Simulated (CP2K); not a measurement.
Consider formic acid at its PBE geometry (Å).

```xyz
5

O     0.7964   -0.5784   -0.0799
C    -0.4248    0.0015    0.0237
O    -0.6101    1.1968    0.1067
H     1.4493    0.1552   -0.0707
H    -1.2107   -0.7751    0.0202
```

Method: CP2K XAS_TDP, all-electron GAPW, PBEh(45%), aug-cc-pVTZ, TDA, GW2X-corrected core level, no relativity.

**Question.** Predict the bright core excitations at the C K edge.

Leading lines: C2 289.00 eV. The leading line of an atom is its first one with 35 % of the strongest within 2.5 eV of its lowest line over the strength cut. Core ionisation energies at this level: C2 295.94 eV.

The first six lines of each atom with a strength over 0.0015:

```csv
atom,energy (eV),states,"strength, one atom",above the computed threshold
C2 (bonded to 2 O and H),289.00,1,0.0765,
,293.74,1,0.0175,
,293.90,1,0.0026,
,295.22,1,0.0041,
,295.26,1,0.0028,
,295.76,1,0.0038,
```

Lines are vertical, at one geometry, with no vibrational structure. GW2X ionisation energies and lines can be off by 1 to 2 eV either way, and a good line position may hide errors that cancel. These values hold no scalar relativity, about 0.1 eV for C 1s. Rydberg lines, and the discretised continuum above threshold, depend on the basis and the box.

[Banner, clock and machine lines of the logs are left out without a mark of their own.]

[Logs are printed without paths, hosts, clocks, repeated set-up lines and the standing remarks that a program may print on its own settings, such as how far it seeks lower states.]

[Hosts, paths, dates, database ids (printed as entryN), source tags and the programs' standing remarks are cut or masked in the printed files.]
